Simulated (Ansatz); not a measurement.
# Where Ga_N puts its levels in the gap of GaN (F-43m), part 2 of 2

Wanted: the transition levels of a antisite in GaN (F-43m), from a cell of 54 host atoms with 1 N taken out and 1 Ga put in.

Ansatz; place-levels on r2SCAN runs: charge-transition levels and formation energies with image-charge correction and potential alignment at the atomic sites; PAW set soft_1.

So far: The starting structure; What was run first; place-levels, r2SCAN.

## 3. place-levels, r2SCAN (continued)

Levels between the charges placed, in eV above the valence top:

```tsv
	gap (eV)	(+2/+1)	(+1/0)	(0/−1)	(−1/−2)
r2SCAN	2.17	0.84	1.47	2.21	2.17
```

Corrections by state:

```tsv
charge	moment (μB)	image terms and alignment (eV)	band filling (eV)	ε used	over the lowest of its charge, as the program ranks them, band filling apart (eV)
+2	2.0	1.211	-	10.56	0.000
+1	1.0	0.403	-	10.56	0.000
0	2.0	0.000	-	-	0.000
−1	1.0	0.022	-0.105	10.56	0.000
−2	0.0	0.481	-0.922	10.56	0.000
+2	0.0	1.193	-	10.56	0.032
0	0.0	0.000	-	-	0.166
−2	2.0	0.322	-	10.56	1.061
```

The charged structures listed were also run neutral, and place-levels reads from each pair, by the potential or the spins, how wide the charge is by which they differ; that can be the carrier of either run.

```tsv
charge	rms radius (Å)	spread where it is widest against the cell (Å)	wide from (Å)	reading
+2	1.6	0.97	1.35	narrow
+1	1.3	0.74	1.35	narrow
−1	2.0	1.32	1.35	narrow
−2	1.9	1.09	1.35	narrow
```

The neutral runs of these pairs need not share the spin of the lowest neutral state, and very wide values only mean spread over the cell.

From the program's caveats on the states, each cut to its opening words:

- charge +2 (2 μB), −2, +2: it parts from the run that its charge is read beside by 2 carriers, of which the mean alone is read, by its potential at epsilon 6, taken for that of held ions [...]
- charge +2 (2 μB): its alignment with the host at atomic sites is doubtful: the mean over the far sites moves by -0.2368 eV from their farther parts to their nearer, more than [...]
- charge +2 (2 μB), +1 (1 μB), 0 (2 μB), −1 (1 μB), −2 (2 μB): flagged: stability check not made
- charge +1 (1 μB): its alignment with the host at atomic sites is doubtful: the mean over the far sites moves by -0.0942 eV from their farther parts to their nearer, more than [...]
- charge −1 (1 μB): a band-filling correction moves a carrier to the host's band edge, which changes its energy by -0.105 eV
- charge −1 (1 μB): its alignment with the host at atomic sites is doubtful: the mean over the far sites moves by +0.1493 eV from their farther parts to their nearer, more than [...]
- charge −2: a band-filling correction moves a carrier to the host's band edge, which changes its energy by -0.922 eV
- charge −2: its alignment with the host at atomic sites is doubtful: the mean over the far sites moves by +0.2492 eV from their farther parts to their nearer, more than [...]
- charge +2: its alignment with the host at atomic sites is doubtful: the mean over the far sites moves by -0.2468 eV from their farther parts to their nearer, more than [...]
- charge −2 (2 μB): it parts from the run at its places by a charge that spreads by about 1.8 Å along one vector (1.3 Å or more is wide), by its potential at epsilon 6, taken for [...]
- charge −2 (2 μB): its alignment with the host at atomic sites is doubtful: the mean over the far sites moves by +0.1506 eV from their farther parts to their nearer, more than [...]
- charge −2 (2 μB): its moments are held at its close (magnetization.spin_locking), by a field of 0.724 eV a Bohr magneton, and its energy and levels are of the state that this [...]

Chemical potentials of the elements' reference phases, run alike. Formation energy by charge state (elemental references; gap 2.17 eV):

```tsv
charge	at valence top (eV)	at conduction bottom (eV)	correction included (eV)
+2	5.30	9.64	1.21
+1	6.15	8.31	0.40
0	7.61	7.61	0.00
−1	9.83	7.66	-0.08
−2	12.00	7.66	-0.44
```

Fermi level (eV), lowest formation energy (eV) and a bar from the least value:
```
     0.00       5.30 
     0.20       5.70 #####
     0.39       6.09 ##########
     0.59       6.49 ###############
     0.79       6.88 ####################
     0.98       7.13 ########################
     1.18       7.33 ##########################
     1.38       7.53 #############################
     1.58       7.61 ##############################
     1.77       7.61 ##############################
     1.97       7.61 ##############################
     2.17       7.61 ##############################
```

## 4. A changed set-up

A choice is tested by changing it alone.

levels.try1.yaml is levels.point.yaml with these lines changed:

```diff
-epsilon: 6.0
-static_epsilon: 10.56
+epsilon: 7.98
+static_epsilon: 14.04
```

On the command line:

```bash
> ansatz place-levels levels.try1.yaml -- --threads 4 --pin off --max-ram 15073MiB
```

Output:

```text
(+2/+1) 0.956 eV above the valence edge, 1.212 eV under the conduction edge
(+1/0) 1.507 eV above the valence edge, 0.661 eV under the conduction edge
[...]
formation energy of charge +2: +5.151 eV with the Fermi level at the valence edge
formation energy of charge +1: +6.107 eV with the Fermi level at the valence edge
formation energy of charge 0: +7.614 eV with the Fermi level at the valence edge
formation energy of charge -1: +9.827 eV with the Fermi level at the valence edge
formation energy of charge -2: +11.996 eV with the Fermi level at the valence edge
vertical -2 to 0: no energy, since no alignment is typed
vertical -1 to 0: no energy, since no alignment is typed
vertical +1 to 0: no energy, since no alignment is typed
vertical +2 to 0: no energy, since no alignment is typed
vertical -2 to 0: no energy, since no alignment is typed
vertical +2 to 0: no energy, since no alignment is typed
  edges by r2scan, gap 2.168 eV; the host is sampled to repeats of 19.08 Å
[... the lines on each state left out ...]
```

The change: dielectric constants a third too high.

Levels in eV above the valence top; the changed ones are not the defect's:

```tsv
	gap (eV)	(+2/+1)	(+1/0)	(0/−1)	(−1/−2)
changed	2.17	0.96	1.51	2.21	2.17
as set up	2.17	0.84	1.47	2.21	2.17
```

The largest shift is 0.12 eV, band-filling terms included.

## 5. Results

* gap of the host: 2.17 eV (r2SCAN)
* level (plus 2/plus 1): 0.84 eV above the valence top
* level (plus 1/0): 1.47 eV above the valence top
* level (0/minus 1): 2.21 eV above the valence top, past the conduction bottom, not a change between lowest states (2.32 eV above the valence top without the band-filling term)
* level (minus 1/minus 2): 2.17 eV above the valence top, at the conduction bottom, not a change between lowest states (2.99 eV above the valence top without the band-filling term)
* lowest of the charges placed, just above the valence top (0.02 eV): +2
* lowest of the charges placed, just below the conduction bottom (0.02 eV): 0
* lowest formation energy at mid-gap of the charges run, elemental references: 7.23 eV

**Reading.** Of the charges placed (−2, −1, 0, +1 and +2), the lowest changes at 0.84 eV (+2/+1) and 1.47 eV (+1/0) above the valence top, in a gap of 2.17 eV. Charges above +2 were not placed, so these runs say nothing of levels that involve them. States placed: +2 at 2 μB and 0 μB; +1 at 1 μB; 0 at 2 μB and 0 μB; −1 at 1 μB; −2 at 0 μB and 2 μB. Other spin states or structures, where not listed, weren't placed. The program finds carriers beyond a band edge of the host and adds a band-filling term at charge −2 (-0.92 eV) and −1 (-0.10 eV); steps to such a charge show no bound level, and a defect level inside a band would be read the same way. The program doubts the alignment of potentials for at least one state, a sign that the cell is small. Limits: r2SCAN makes the gap too small and tends to spread out bound carriers; where a gas molecule sets a chemical potential or the host's formation energy, its binding is uncorrected; force components of up to 0.27 eV/Å remain in a run at the final settings.

[Logs are printed without paths, hosts, clocks, repeated set-up lines and the standing remarks that a program may print on its own settings, such as how far it seeks lower states.]

[Hosts, paths, dates, database ids (printed as entryN), source tags and the programs' standing remarks are cut or masked in the printed files.]

[Where a table of states has a column of steps, it counts the stored structures, which are thinned; the runs took as many ionic steps or more.]

[A defect's name tells the site on which it was built; relaxed atoms can leave that site.]

[For some hosts the program warned that the k-mesh of the response run may be too coarse for force constants and the static dielectric constant; such warnings are not shown here.]
